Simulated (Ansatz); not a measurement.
G0W0 rungs for CS2NF5 (P-1).

```cif
data_structure
_symmetry_space_group_name_H-M 'P 1'
_symmetry_Int_Tables_number 1
_cell_length_a 4.8510
_cell_length_b 7.4070
_cell_length_c 7.9460
_cell_angle_alpha 97.470
_cell_angle_beta 90.670
_cell_angle_gamma 91.880
_cell_volume 282.90
loop_
_atom_site_label
_atom_site_type_symbol
_atom_site_fract_x
_atom_site_fract_y
_atom_site_fract_z
_atom_site_occupancy
C1 C 0.37047 0.51128 0.77897 1
C2 C 0.62953 0.48872 0.22103 1
S3 S 0.50691 0.67431 0.70301 1
S4 S 0.49309 0.32569 0.29699 1
S5 S 0.11232 0.19129 0.77281 1
S6 S 0.88768 0.80871 0.22719 1
N7 N 0.26953 0.39141 0.85455 1
N8 N 0.73047 0.60859 0.14545 1
F9 F 0.94989 0.28249 0.62773 1
F10 F 0.05011 0.71751 0.37227 1
F11 F 0.26613 0.09080 0.91179 1
F12 F 0.73387 0.90920 0.08821 1
F13 F 0.96052 0.99957 0.70123 1
F14 F 0.03948 0.00043 0.29877 1
F15 F 0.86024 0.23196 0.89906 1
F16 F 0.13976 0.76804 0.10094 1
F17 F 0.35822 0.14010 0.64101 1
F18 F 0.64178 0.85990 0.35899 1
```

Geometry: measured cell, ions relaxed with PBE. The runs that relaxed it are not among those shown.

Runs so far (Ansatz 0.2.0, start PBE, PAW set soft_1 files, 4×2×2 mesh). Times are wall times on 1 × NVIDIA H100 80GB HBM3 (shared by 6 runs) with 2 threads of AMD EPYC 7R13 (Zen 3), shared host, good to a factor of about two.

```csv
bands summed,cutoff (eV),gap on the mesh (eV),time
230,42,6.625,18 s
550,84,6.650,44 s
```

What should the next rung give, with 1120 bands and screening to 140 eV, and where is the limit?

The error falls about as one over the bands when the cutoff rises with them. A line through the two highest rungs given predicts 6.659 eV; the run gave 6.654 eV, close to it. The two highest rungs put the limit near 6.659 eV, the pair below near 6.667 eV; their difference is a rough measure of what is unsettled in bands and cutoff; the mesh is a separate error.

Gaps are over the mesh's points; an edge off the mesh would be missed. Limits: not at the basis limit; coarse k mesh.

[Paths, hosts, dates, memory and timing lines, banners, echoed tables and standing remarks are left out of the program output.]

[Logs are printed without paths, hosts, clocks, repeated set-up lines and the standing remarks that a program may print on its own settings, such as how far it seeks lower states.]

[Runs of the session that timed out or met a known fault of the program may be left out.]

[Cells called generated may have been cut or substituted from an entry of the Crystallography Open Database or the Materials Project.]

[Hosts, paths, dates, database ids (printed as entryN), source tags and the programs' standing remarks are cut or masked in the printed files.]
